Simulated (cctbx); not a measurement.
# Li2Zn2S3 with cctbx, script by script

Library: cctbx 2025.11. The data are simulated by the first script.

## 1. Simulate the data

run.py:

```python
from cctbx import adptbx, crystal, miller, sgtbx, xray
from cctbx.array_family import flex
from iotbx.shelx import hklf
from scitbx import matrix
import scitbx.random

cs = crystal.symmetry(unit_cell=(12.147, 7.091, 6.168, 90, 105.85, 90), space_group_symbol='Hall: -C 2yc')  # C2/c
atoms = [  # label, site, U (iso, or U11 U22 U33 U12 U13 U23 in A^2), occupancy
    ("Zn1", (0.3775, 0.1257, 0.5449), 0.0057, 1),
    ("S1", (0.5, 0.084, 0.25), 0.0062, 1),
    ("S2", (0.2758, 0.931, 0.3157), 0.0062, 1),
    ("Li1", (0.872, 0.1077, 0.4777), 0.0105, 1),
]
xs = xray.structure(crystal_symmetry=cs)
for label, site, u, occ in atoms:
    u = adptbx.u_cif_as_u_star(cs.unit_cell(), u) if isinstance(u, tuple) else u
    xs.add_scatterer(xray.scatterer(label, site=site, u=u, occupancy=occ))
xs.set_inelastic_form_factors(0.56087, "sasaki")
xs.show_summary()
p1 = xs.expand_to_p1()
ms = miller.build_set(p1, anomalous_flag=True, d_min=1.1)
flex.set_random_seed(195447)
scitbx.random.set_random_seed(195447)
ms = ms.select(flex.random_double(ms.size()) < 0.7)
i = ms.structure_factors_from_scatterers(p1, algorithm="direct").f_calc().as_intensity_array().data()
i = i * 5000 / flex.max(i)
sig = flex.sqrt(i + flex.pow2(0.015 * i) + 4 ** 2)
noise = scitbx.random.variate(scitbx.random.normal_distribution())(i.size())
data = ms.array(data=i + sig * noise, sigmas=sig).set_observation_type_xray_intensity()
with open("data.hkl", "w") as f:
    data.export_as_shelx_hklf(f)
print("reflections written:", data.size(), " <I/sigma> = %.1f" % flex.mean(data.data() / data.sigmas()))
for h, a, b in list(data.sort("data"))[:12]:
    print("%4d%4d%4d %9.1f %7.1f" % (h + (a, b)))
```

```console
$ python run.py
```

```text
Number of scatterers: 4
At special positions: 1
Unit cell: (12.147, 7.091, 6.168, 90, 105.85, 90)
Space group: C 1 2/c 1 (No. 15)
reflections written: 1149  <I/sigma> = 6.5
   4   0  -2    4971.9   103.2
  -2   2  -1    4271.0    91.9
  -2  -2  -1    4228.1    91.9
   6   2  -1    3325.4    76.3
  -6  -2   1    3303.2    76.3
  -6   2   1    3248.0    76.3
   6  -2  -1    3145.6    76.3
   0   4   0    2382.7    58.5
   8   0   0    2302.3    58.2
  -8   0   0    2220.4    58.2
   1   3  -3    2117.6    53.3
   5  -1   2    2067.7    54.4
```

It took 0.31 s on 1 thread of Arm Neoverse V1 (shared host), peak memory 0.07 GiB.

## 2. Refinement (right model)

run.py:

```python
import math
from cctbx import adptbx, crystal, maptbx, sgtbx, xray
from cctbx.array_family import flex
from cctbx.xray import observations
from iotbx.shelx import hklf
from scitbx.lstbx import normal_eqns_solving
from smtbx import absolute_structure, utils
from smtbx.refinement import constraints, least_squares

cs = crystal.symmetry(unit_cell=(12.147, 7.091, 6.168, 90, 105.85, 90), space_group_symbol='Hall: -C 2yc')  # C2/c
atoms = [  # label, site, U (iso, or U11 U22 U33 U12 U13 U23 in A^2), occupancy
    ("Zn1", (0.3753, 0.1276, 0.5447), 0.0200, 1),
    ("S1", (0.5, 0.0848, 0.25), 0.0200, 1),
    ("S2", (0.2757, 0.9353, 0.3152), 0.0200, 1),
    ("Li1", (0.8717, 0.1089, 0.4847), 0.0200, 1),
]
xs = xray.structure(crystal_symmetry=cs)
for label, site, u, occ in atoms:
    u = adptbx.u_cif_as_u_star(cs.unit_cell(), u) if isinstance(u, tuple) else u
    xs.add_scatterer(xray.scatterer(label, site=site, u=u, occupancy=occ))
xs.set_inelastic_form_factors(0.56087, "sasaki")
raw = hklf.reader(file_name="data.hkl").as_miller_arrays(crystal_symmetry=cs, anomalous=True)[0]
merged = raw.eliminate_sys_absent().merge_equivalents()
fo2 = merged.array().set_observation_type_xray_intensity()
print("Rint %.3f, %d unique reflections to %.2f A" % (merged.r_int(), fo2.size(), fo2.d_min()))
for sc in xs.scatterers():
    sc.flags.set_grad_site(True)
    sc.flags.set_grad_u_aniso(sc.flags.use_u_aniso())
    sc.flags.set_grad_u_iso(sc.flags.use_u_iso())
obs = fo2.as_xray_observations()
extra = {}
rep = constraints.reparametrisation(xs, [], utils.connectivity_table(xs), **extra)
ls = least_squares.crystallographic_ls(obs, rep, weighting_scheme=least_squares.mainstream_shelx_weighting(a=0, b=0))
print("cycle     R1     wR2    GooF  max shift (A)")
for cycle in range(8):
    ls.build_up()
    r1, wr2, goof = ls.r1_factor(cutoff_factor=2)[0], ls.wR2(), ls.goof()
    old = xs.sites_cart()
    normal_eqns_solving.levenberg_marquardt_iterations(ls, n_max_iterations=3, tau=1e-06, step_threshold=1e-7)
    big = flex.max((xs.sites_cart() - old).norms())
    print("%4d %7.4f %7.4f %7.3f %9.5f" % (cycle + 1, r1, wr2, goof, big))
    ls.build_up(objective_only=True)
    if abs(ls.wR2() - wr2) < 5e-5 and big < 5e-4:
        break
ls.build_up()
print("final R1 %.4f wR2 %.4f GooF %.3f  parameters %d  data/parameter %.1f" % (ls.r1_factor(cutoff_factor=2)[0], ls.wR2(), ls.goof(), ls.n_parameters, fo2.size() / ls.n_parameters))
cov = ls.covariance_matrix_and_annotations()
su = dict(zip(cov.annotations, (math.sqrt(max(v, 0)) for v in cov.matrix.matrix_packed_u_diagonal())))
a2 = cs.unit_cell().reciprocal_parameters()[0] ** -2
print("atom        x        y        z      Ueq    occ   su(xyz)  su(Uiso or U11)")
for sc in xs.scatterers():
    s = max(su.get(sc.label + k, 0) for k in (".x", ".y", ".z"))
    npd = "" if sc.is_positive_definite_u(cs.unit_cell()) else "  NPD"
    print("%-5s %8.5f %8.5f %8.5f %8.4f %6.3f %8.5f %7.4f%s" % ((sc.label,) + sc.site + (sc.u_iso_or_equiv(cs.unit_cell()), sc.occupancy, s, su.get(sc.label + ".uiso", su.get(sc.label + ".u11", 0) * a2), npd)))
fo = fo2.f_sq_as_f()
fc = fo.structure_factors_from_scatterers(xs, algorithm="direct").f_calc()
diff = fo.f_obs_minus_f_calc(1 / math.sqrt(ls.scale_factor()), fc).average_bijvoet_mates()
m = diff.fft_map(symmetry_flags=maptbx.use_space_group_symmetry, resolution_factor=0.25).apply_volume_scaling()
print("difference map: max %.2f min %.2f rms %.2f" % (m.statistics().max(), m.statistics().min(), m.statistics().sigma()))
peaks = m.peak_search(parameters=maptbx.peak_search_parameters(min_distance_sym_equiv=0.6, max_clusters=6)).all()
near = xs.closest_distances(peaks.sites(), distance_cutoff=4)
sps = cs.special_position_settings(min_distance_sym_equiv=0.5)
for k, (x, h) in enumerate(zip(peaks.sites(), peaks.heights())):
    ss = sps.site_symmetry(x)
    print("Q%-3d %7.4f %7.4f %7.4f %4d %7.2f  %.2f A from %s" % ((k + 1,) + tuple(t % 1 for t in ss.exact_site()) + (ss.multiplicity(), h, near.smallest_distances[k], xs.scatterers()[near.i_seqs[k]].label)))
```

```console
$ python run.py
```

```text
Rint 0.032, 202 unique reflections to 1.11 A
cycle     R1     wR2    GooF  max shift (A)
   1  0.0907  0.1803   4.807   0.05456
   2  0.0176  0.0357   0.952   0.00003
final R1 0.0176 wR2 0.0357 GooF 0.952  parameters 14  data/parameter 14.4
atom        x        y        z      Ueq    occ   su(xyz)  su(Uiso or U11)
Zn1    0.37747  0.12586  0.54475   0.0056  1.000  0.00010  0.0003
S1     0.50000  0.08376  0.25000   0.0060  1.000  0.00028  0.0006
S2     0.27572  0.93139  0.31546   0.0062  1.000  0.00024  0.0005
Li1    0.87316  0.10664  0.47750   0.0100  1.000  0.00159  0.0024
difference map: max 0.38 min -0.38 rms 0.11
Q1    0.1500  0.0676  0.5833    8    0.38  1.30 A from Li1
Q2    0.1679  0.2645  0.2753    8    0.36  1.55 A from S2
Q3    0.0923  0.4286  0.2418    8    0.33  1.32 A from Zn1
Q4    0.0538  0.3032  0.9029    8    0.32  1.27 A from S1
Q5    0.0851  0.3288  0.0052    8    0.31  1.65 A from Li1
Q6    0.1110  0.3792  0.6550    8    0.30  1.28 A from Zn1
```

Time: 0.49 s.

## 3. Simulate the data

run.py, as its changes from the last script of this kind:

```diff
@@ -21 +21 @@
-ms = miller.build_set(p1, anomalous_flag=True, d_min=1.1)
+ms = miller.build_set(p1, anomalous_flag=True, d_min=0.84)
```

```console
$ python run.py
```

```text
Number of scatterers: 4
At special positions: 1
Unit cell: (12.147, 7.091, 6.168, 90, 105.85, 90)
Space group: C 1 2/c 1 (No. 15)
reflections written: 2560  <I/sigma> = 5.5
  -4   0   2    4946.1   103.2
   2   2   1    4295.6    91.9
  -2  -2  -1    4256.4    91.9
   6  -2  -1    3362.3    76.3
   6   2  -1    3276.5    76.3
   0   4   0    2271.3    58.5
  -8   0   0    2144.9    58.2
   5   1   2    2071.5    54.4
  -5   1  -2    2059.3    54.4
  -5  -1  -2    2006.9    54.4
   1  -3  -3    1993.6    53.3
  -3   3  -1    1964.7    53.1
```

Time: 0.33 s.

## 4. Refinement (right model)

run.py, as its changes from the last script of this kind:

```diff
@@ -12,4 +12,4 @@
-    ("Zn1", (0.3753, 0.1276, 0.5447), 0.0200, 1),
-    ("S1", (0.5, 0.0848, 0.25), 0.0200, 1),
-    ("S2", (0.2757, 0.9353, 0.3152), 0.0200, 1),
-    ("Li1", (0.8717, 0.1089, 0.4847), 0.0200, 1),
+    ("Zn1", (0.3758, 0.1271, 0.5421), 0.0200, 1),
+    ("S1", (0.5, 0.0856, 0.25), 0.0200, 1),
+    ("S2", (0.2771, 0.9301, 0.3169), 0.0200, 1),
+    ("Li1", (0.8702, 0.1075, 0.479), 0.0200, 1),
@@ -21,0 +22 @@
+xs.convert_to_anisotropic()
```

```console
$ python run.py
```

```text
Rint 0.034, 449 unique reflections to 0.84 A
cycle     R1     wR2    GooF  max shift (A)
   1  0.1209  0.2408   5.713   0.03300
   2  0.0211  0.0413   0.979   0.00005
final R1 0.0211 wR2 0.0413 GooF 0.979  parameters 32  data/parameter 14.0
atom        x        y        z      Ueq    occ   su(xyz)  su(Uiso or U11)
Zn1    0.37757  0.12564  0.54486   0.0056  1.000  0.00007  0.0002
S1     0.50000  0.08406  0.25000   0.0060  1.000  0.00018  0.0007
S2     0.27586  0.93097  0.31588   0.0062  1.000  0.00017  0.0005
Li1    0.87199  0.10658  0.47595   0.0081  1.000  0.00110  0.0032
difference map: max 0.55 min -0.60 rms 0.18
Q1    0.2440  0.1555  0.1490    8    0.60  1.45 A from Li1
Q2    0.0000  0.5000  0.0000    4    0.56  1.65 A from S1
Q3    0.1881  0.4682  0.4681    8    0.56  1.03 A from Zn1
Q4    0.0904  0.4717  0.0118    8    0.53  1.24 A from Zn1
Q5    0.2322  0.1980  0.9530    8    0.53  1.44 A from S2
Q6    0.1371  0.0277  0.8788    8    0.52  1.09 A from Li1
```

Time: 0.54 s.

## 5. Simulate the data

run.py, as its changes from the last script of this kind:

```diff
@@ -21 +21 @@
-ms = miller.build_set(p1, anomalous_flag=True, d_min=0.84)
+ms = miller.build_set(p1, anomalous_flag=True, d_min=0.6)
```

```console
$ python run.py
```

```text
Number of scatterers: 4
At special positions: 1
Unit cell: (12.147, 7.091, 6.168, 90, 105.85, 90)
Space group: C 1 2/c 1 (No. 15)
reflections written: 6954  <I/sigma> = 4.0
   4   0  -2    5003.1   103.2
  -4   0   2    4826.2   103.2
   2   2   1    4342.1    91.9
  -2  -2  -1    4320.3    91.9
   2  -2   1    4206.5    91.9
   6  -2  -1    3527.2    76.3
  -6   2   1    3236.5    76.3
   0  -4   0    2266.9    58.5
   8   0   0    2263.8    58.2
  -8   0   0    2217.9    58.2
  -4   0  -2    2060.3    53.1
  -1   3   3    2045.1    53.3
```

Time: 0.34 s.

## 6. Refinement (right model)

run.py, as its changes from the last script of this kind:

```diff
@@ -12,4 +12,4 @@
-    ("Zn1", (0.3758, 0.1271, 0.5421), 0.0200, 1),
-    ("S1", (0.5, 0.0856, 0.25), 0.0200, 1),
-    ("S2", (0.2771, 0.9301, 0.3169), 0.0200, 1),
-    ("Li1", (0.8702, 0.1075, 0.479), 0.0200, 1),
+    ("Zn1", (0.3798, 0.1294, 0.5394), 0.0200, 1),
+    ("S1", (0.5, 0.0816, 0.25), 0.0200, 1),
+    ("S2", (0.2772, 0.9285, 0.3214), 0.0200, 1),
+    ("Li1", (0.8722, 0.1128, 0.4741), 0.0200, 1),
```

```console
$ python run.py
```

```text
Rint 0.050, 1232 unique reflections to 0.60 A
cycle     R1     wR2    GooF  max shift (A)
   1  0.2666  0.4487   7.574   0.05588
   2  0.0268  0.0548   0.925   0.00358
   3  0.0267  0.0547   0.923   0.00008
final R1 0.0267 wR2 0.0547 GooF 0.923  parameters 32  data/parameter 38.5
atom        x        y        z      Ueq    occ   su(xyz)  su(Uiso or U11)
Zn1    0.37750  0.12567  0.54486   0.0056  1.000  0.00005  0.0001
S1     0.50000  0.08393  0.25000   0.0065  1.000  0.00011  0.0003
S2     0.27572  0.93097  0.31572   0.0062  1.000  0.00009  0.0002
Li1    0.87174  0.10746  0.47833   0.0100  1.000  0.00078  0.0018
difference map: max 1.22 min -1.24 rms 0.30
Q1    0.1131  0.1836  0.8333    8    1.25  1.25 A from Li1
Q2    0.1304  0.2858  0.0708    8    1.21  1.30 A from Li1
Q3    0.0809  0.3068  0.2739    8    1.07  1.19 A from Zn1
Q4    0.1119  0.2352  0.7137    8    1.04  1.91 A from Zn1
Q5    0.0352  0.0791  0.7359    8    1.02  1.83 A from Li1
Q6    0.0000  0.4617  0.2500    4    1.02  0.87 A from S1
```

It took 0.62 s on 1 thread of Arm Neoverse V1, on a shared host, peak memory 0.09 GiB.

[Logs are printed without paths, hosts, clocks, repeated set-up lines and the standing remarks that a program may print on its own settings, such as how far it seeks lower states.]
